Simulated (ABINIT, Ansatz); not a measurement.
# A GW chain in ABINIT: Be3N2 (P6_3/mmc)

Aim: the G0W0 gap of Be3N2 (P6_3/mmc) on PBEsol, step by step.

Main program and level: ABINIT 10.8.3; PBEsol and many-body steps on it, plane waves.

Most raw output is cut from this account.

## (1) The structure

The structure is hexagonal, space group P6_3/mmc (No. 194). Conventional cell: a = 2.842 Å, b = 2.842 Å, c = 9.747 Å, α = 90.00°, β = 90.00°, γ = 120.00°. Be has 4 N at 1.67 to 1.81 Å nearest. Be has 3 N at 1.64 Å nearest. Nearest to N lie 6 Be at 1.81 Å. N has 5 Be at 1.64 to 1.67 Å nearest. Farther neighbours and most contacts between anions are not listed.

The cell and positions are those that the Materials Project relaxed with its own functionals (PBE, PBE+U or r2SCAN), kept fixed.

## (2) Ground state

This step: ABINIT 10.8.3; DFT, PBEsol, plane waves, norm-conserving pseudopotentials.

The ground-state density comes first.

run.abi

```
acell 3*1.0 Angstrom
rprim 
  2.841679226310 0.000000000023 0.000000000000
  -1.420839613175 2.460966399380 0.000000000000
  0.000000000000 0.000000000000 9.746841010000
ntypat 2
znucl 4 7
natom 10
typat 1 1 1 1 1 1 2 2 2 2
xred 
  0.333333333333 0.666666666667 0.078485970000
  0.666666666667 0.333333333333 0.578485970000
  0.666666666667 0.333333333333 0.921514030000
  0.333333333333 0.666666666667 0.421514030000
  0.000000000000 0.000000000000 0.250000000000
  0.000000000000 0.000000000000 0.750000000000
  0.000000000000 0.000000000000 0.000000000000
  0.000000000000 0.000000000000 0.500000000000
  0.333333333333 0.666666666667 0.250000000000
  0.666666666667 0.333333333333 0.750000000000
pp_dirpath "pseudos"
pseudos "Be.upf, N.upf"
ecut 38
ngkpt 9 9 2
nshiftk 1
shiftk 0 0 0
kptopt 1
chksymbreak 0
nband 31
occopt 1
tolvrs 1e-10
nstep 60
prtwf 0
optforces 0
optstress 0
indata_prefix "in"
outdata_prefix "out"
tmpdata_prefix "tmp"
```

Launch:

```sh
$ OMP_NUM_THREADS=1 mpirun -n 4 abinit run.abi > log
```

The job ended after 31 s (4 MPI ranks of Arm Neoverse V2, shared host; peak memory 0.39 GiB; 2 min of CPU time).

This step gave:

```yaml
total_energy: -3402.9664 eV
gap: 3.410 eV
k_of_the_valence_top: 0, 0, 0
k_of_the_conduction_bottom: 0.4444, 0, 0
least_direct_gap: 4.724 eV
```

The gap is indirect, with the least direct gap 1.31 eV higher.

## (3) Bands along the symmetry lines

The cheap functional maps the bands first; the places of the edges decide which points the dearer methods must see.

run.abi: that of step 2 with these lines changed.

```diff
@@ -23,14 +23,53 @@
 ecut 38
-ngkpt 9 9 2
-nshiftk 1
-shiftk 0 0 0
-kptopt 1
-chksymbreak 0
-nband 31
-occopt 1
-tolvrs 1e-10
-nstep 60
+iscf -2
+irdden 1
+kptopt 0
+nkpt 39
+kpt 
+  0.00000000 0.00000000 0.00000000
+  0.12500000 0.00000000 0.00000000
+  0.25000000 0.00000000 0.00000000
+  0.37500000 0.00000000 0.00000000
+  0.50000000 0.00000000 0.00000000
+  0.45833333 0.08333333 0.00000000
+  0.41666666 0.16666666 0.00000000
+  0.37500000 0.25000000 0.00000000
+  0.33333333 0.33333333 0.00000000
+  0.25000000 0.25000000 0.00000000
+  0.16666666 0.16666666 0.00000000
+  0.08333333 0.08333333 0.00000000
+  0.00000000 0.00000000 0.00000000
+  0.00000000 0.00000000 0.12500000
+  0.00000000 0.00000000 0.25000000
+  0.00000000 0.00000000 0.37500000
+  0.00000000 0.00000000 0.50000000
+  0.12500000 0.00000000 0.50000000
+  0.25000000 0.00000000 0.50000000
+  0.37500000 0.00000000 0.50000000
+  0.50000000 0.00000000 0.50000000
+  0.45833333 0.08333333 0.50000000
+  0.41666666 0.16666666 0.50000000
+  0.37500000 0.25000000 0.50000000
+  0.33333333 0.33333333 0.50000000
+  0.25000000 0.25000000 0.50000000
+  0.16666666 0.16666666 0.50000000
+  0.08333333 0.08333333 0.50000000
+  0.00000000 0.00000000 0.50000000
+  0.50000000 0.00000000 0.50000000
+  0.50000000 0.00000000 0.37500000
+  0.50000000 0.00000000 0.25000000
+  0.50000000 0.00000000 0.12500000
+  0.50000000 -0.00000000 0.00000000
+  0.33333333 0.33333333 0.50000000
+  0.33333333 0.33333333 0.37500000
+  0.33333333 0.33333333 0.25000000
+  0.33333333 0.33333333 0.12500000
+  0.33333333 0.33333333 0.00000000
+istwfk *1
+nband 29
+nbdbuf 2
+tolwfr 1e-08
+nstep 40
 prtwf 0
-optforces 0
-optstress 0
+prtvol 0
 indata_prefix "in"
```

Run time: 27 s. Hardware: 4 MPI ranks; peak memory 0.38 GiB.

Numbers from this step:

- gap: 3.248 eV
- k of the valence top: 0, 0, 0
- k of the conduction bottom: 0.5, 0, 0
- least direct gap: 4.645 eV

The gap is 3.248 eV, −0.163 eV from the run before at this level.

Electronic bands along the path, in eV, zero at the top of the highest filled band:

```csv
point,band 19,band 20,band 21,band 22,band 23,band 24,band 25,band 26
Γ,-0.49,-0.40,0.00,0.00,6.09,7.08,7.72,8.41
halfway,-1.50,-1.45,-0.88,-0.73,5.88,6.70,7.63,7.67
M,-2.23,-2.05,-1.44,-1.40,3.25,5.05,7.30,7.48
halfway,-3.41,-2.35,-2.29,-0.82,4.11,6.45,6.93,7.61
K,-3.37,-3.09,-3.09,-0.58,5.25,6.18,6.18,8.09
halfway,-1.77,-1.67,-1.08,-1.01,5.99,7.54,7.76,7.96
Γ,-0.49,-0.40,0.00,0.00,6.09,7.08,7.72,8.41
halfway,-0.37,-0.37,-0.05,-0.05,6.32,7.01,7.78,8.51
A,-0.19,-0.19,-0.19,-0.19,6.74,6.74,8.03,8.03
halfway,-1.19,-1.19,-1.02,-1.02,6.24,6.24,7.61,7.61
L,-2.06,-2.06,-1.74,-1.74,4.41,4.41,6.93,6.93
halfway,-3.04,-3.04,-1.61,-1.61,5.27,5.27,7.53,7.53
H,-3.01,-3.01,-1.66,-1.66,5.94,5.94,6.67,6.67
halfway,-2.01,-2.01,-0.93,-0.93,6.70,6.70,7.61,7.61
A,-0.19,-0.19,-0.19,-0.19,6.74,6.74,8.03,8.03
jump to L,-2.06,-2.06,-1.74,-1.74,4.41,4.41,6.93,6.93
halfway,-2.10,-2.05,-1.70,-1.49,3.63,4.95,7.12,7.15
M,-2.23,-2.05,-1.44,-1.40,3.25,5.05,7.30,7.48
jump to H,-3.01,-3.01,-1.66,-1.66,5.94,5.94,6.67,6.67
halfway,-3.05,-3.05,-2.54,-0.91,5.66,6.05,6.05,7.84
K,-3.37,-3.09,-3.09,-0.58,5.25,6.18,6.18,8.09
```

## (4) Empty states on the mesh, 3×3×1 mesh, 91 bands

The sums over transitions need many empty states on a uniform mesh; this step solves for them.

run.abi

```
acell 3*1.0 Angstrom
rprim 
  2.841679226310 0.000000000023 0.000000000000
  -1.420839613175 2.460966399380 0.000000000000
  0.000000000000 0.000000000000 9.746841010000
ntypat 2
znucl 4 7
natom 10
typat 1 1 1 1 1 1 2 2 2 2
xred 
  0.333333333333 0.666666666667 0.078485970000
  0.666666666667 0.333333333333 0.578485970000
  0.666666666667 0.333333333333 0.921514030000
  0.333333333333 0.666666666667 0.421514030000
  0.000000000000 0.000000000000 0.250000000000
  0.000000000000 0.000000000000 0.750000000000
  0.000000000000 0.000000000000 0.000000000000
  0.000000000000 0.000000000000 0.500000000000
  0.333333333333 0.666666666667 0.250000000000
  0.666666666667 0.333333333333 0.750000000000
pp_dirpath "pseudos"
pseudos "Be.upf, N.upf"
ecut 38
ngkpt 3 3 1
nshiftk 1
shiftk 0 0 0
kptopt 1
chksymbreak 0
iscf -2
irdden 1
istwfk *1
nband 91
nbdbuf 8
tolwfr 1e-09
nstep 60
prtvol 0
indata_prefix "in"
outdata_prefix "out"
tmpdata_prefix "tmp"
```

Wall time 12 s (4 MPI ranks); peak memory 0.32 GiB.

Numbers from this step:

| Item | Value |
| --- | --- |
| gap | 4.575 eV |
| k of the valence top | 0, 0, 0 |
| k of the conduction bottom | 0.3333, 0, 0 |
| least direct gap | 5.649 eV |
| k points computed | 3 |
| lowest point of the top converged band, above the valence top | 43.72 eV |

On this mesh the gap is 4.575 eV. The earlier step found 3.410 eV, so this mesh misses an edge.

## (5) Screening, 3×3×1 mesh, 83 bands, screening to 119.7 eV

The RPA dielectric matrix is built and inverted for each q.

This step: RPA screening on PBEsol, plane waves, norm-conserving pseudopotentials.

run.abi: that of step 4 with these lines changed.

```diff
@@ -28,10 +28,11 @@
 chksymbreak 0
-iscf -2
-irdden 1
 istwfk *1
-nband 91
-nbdbuf 8
-tolwfr 1e-09
-nstep 60
-prtvol 0
+occopt 1
+irdwfk 1
+optdriver 3
+nband 83
+ecuteps 4.4
+inclvkb 2
+awtr 1
+symchi 1
 indata_prefix "in"
```

The job ended after 7.2 s (4 MPI ranks; peak memory 0.59 GiB; 28 s of CPU time).

Numbers from this step:

```yaml
eps_infinity_with_local_fields_on_this_mesh_along_the_program_s_q_direction: 5.114
the_same_without_local_fields: 5.541
plasma_frequency: 29.83 eV
plane_waves_in_the_screening_matrix: 215
```

Local fields lower ε∞ by 8 %. On a Γ-centred mesh this coarse the value itself is usually too large, while a short band sum pulls it down.

## (6) Self-energy, 3×3×1 mesh, 83 bands, screening to 119.7 eV

The self-energy is evaluated for the states that the input lists, and the levels follow from it, in one-shot runs by the linearised quasiparticle equation.

This step: G0W0 on PBEsol, plane waves, norm-conserving pseudopotentials.

run.abi: that of step 5 with these lines changed.

```diff
@@ -31,8 +31,17 @@
 irdwfk 1
-optdriver 3
+optdriver 4
 nband 83
+gwcalctyp 0
+ecutsigx 38
+symsigma 1
+nkptgw 2
+kptgw 
+  0.0000000000 0.0000000000 0.0000000000
+  0.3333333333 0.0000000000 0.0000000000
+bdgw 
+  21 24
+  21 24
 ecuteps 4.4
-inclvkb 2
-awtr 1
-symchi 1
+irdscr 1
+ppmodel 1
 indata_prefix "in"
```

Elapsed: 4.1 s, on 4 MPI ranks; peak memory 0.53 GiB; 16 s of CPU time.

This step gave:

```yaml
g0w0_gap_on_the_points_computed: 6.073 eV
starting_gap_on_the_mesh: 4.575 eV
k_of_the_valence_top: 0, 0, 0
k_of_the_conduction_bottom: 0.3333, 0, 0
z_at_the_valence_top: 0.809
z_at_the_conduction_bottom: 0.839
least_direct_g0w0_gap_on_the_computed_points: 7.274 eV
```

The gap on the mesh goes from 4.58 eV to 6.07 eV, a correction of +1.50 eV. The start differs from the 3.41 eV found before because the two sample other k points.

Limits: finite bands, cutoff and mesh; coarse k mesh. v1 is the top filled band, c1 the lowest empty one. Levels before and after the correction, in eV, zero at the valence-band top of each column:

```csv
,conduction bottom,valence top
Kohn-Sham,4.58,0.00
G0W0,6.07,0.00
```

```csv
,level,energy (eV)
Kohn-Sham,Γ v2-v1,0.000
Kohn-Sham,Γ c1,6.089
Kohn-Sham,Γ c2,7.079
Kohn-Sham,(0.333 0 0) v2,-1.330
Kohn-Sham,(0.333 0 0) v1,-1.074
Kohn-Sham,(0.333 0 0) c1,4.575
Kohn-Sham,(0.333 0 0) c2,5.908
G0W0,Γ v2-v1,0.000
G0W0,Γ c1,7.631
G0W0,Γ c2,8.853
G0W0,(0.333 0 0) v2,-1.393
G0W0,(0.333 0 0) v1,-1.201
G0W0,(0.333 0 0) c1,6.073
G0W0,(0.333 0 0) c2,7.497
```

## (7) Where the time went

Times are wall times on 4 MPI ranks of Arm Neoverse V2, shared host, good to a factor of about two.

```csv
step,time,share,memory (GiB)
ground state,31 s,38 %,0.39
bands along the symmetry lines,27 s,34 %,0.38
empty states on the mesh,12 s,14 %,0.32
screening,7.2 s,9 %,0.59
self-energy,4.1 s,5 %,0.53
```

## (8) Summary of results

| Item | Value |
| --- | --- |
| PBEsol gap | 3.25 eV, indirect |
| G0W0 gap on the mesh | 6.07 eV |
| G0W0 gap over the zone (rigid shift) | 4.75 eV |
| GW settings | 3×3×1 mesh, 83 bands, screening to 119.7 eV, Godby-Needs plasmon pole |
| known limits | not at the basis limit; coarse k mesh |

In words: G0W0 moves the gap on the mesh from 4.58 eV to 6.07 eV (+1.50 eV), with Z of 0.81 and 0.84 at the edges. The mesh misses the band edges by 1.33 eV in all; a rigid shift gives 4.75 eV for the zone. Local fields lower the RPA ε∞ on this mesh from 5.54 to 5.11; a Γ-centred mesh this coarse tends to raise both, most where the direct gap is narrow, while a short band sum lowers them. Only 2 of the mesh's irreducible points were corrected, so a valley elsewhere could overtake. Bands and cutoff are finite, so the gap is not at the basis limit. The miss can reach some tenths of an eV and take either sign; the mesh is an error of its own. In the G0W0 run levels were corrected at 2 k points alone, so a gap called «on the mesh» is the least over those, and an edge elsewhere would be missed. A denser mesh or path gives a starting gap of 3.25 eV: the GW mesh misses a band edge, so its gaps are not the fundamental one. The 3×3×1 mesh is coarse for this cell, which bears on the long-range parts of exchange and screening.

[Paths, hosts, dates, memory and timing lines, banners, echoed tables and standing remarks are left out of the program output.]

[Logs are printed without paths, hosts, clocks, repeated set-up lines and the standing remarks that a program may print on its own settings, such as how far it seeks lower states.]

[Runs of the session that timed out or met a known fault of the program may be left out.]

[Hosts, paths, dates, database ids (printed as entryN), source tags and the programs' standing remarks are cut or masked in the printed files.]

[G0W0 gaps are taken among the corrected bands and points alone; a level outside them can change the order at an edge.]

[Where Ansatz stands beside ABINIT at settings called matched, ABINIT's density can come from a denser mesh and the files from another edition; pairs whose starting gaps differed by over 0.03 eV were left out, so agreement reads better than it is.]
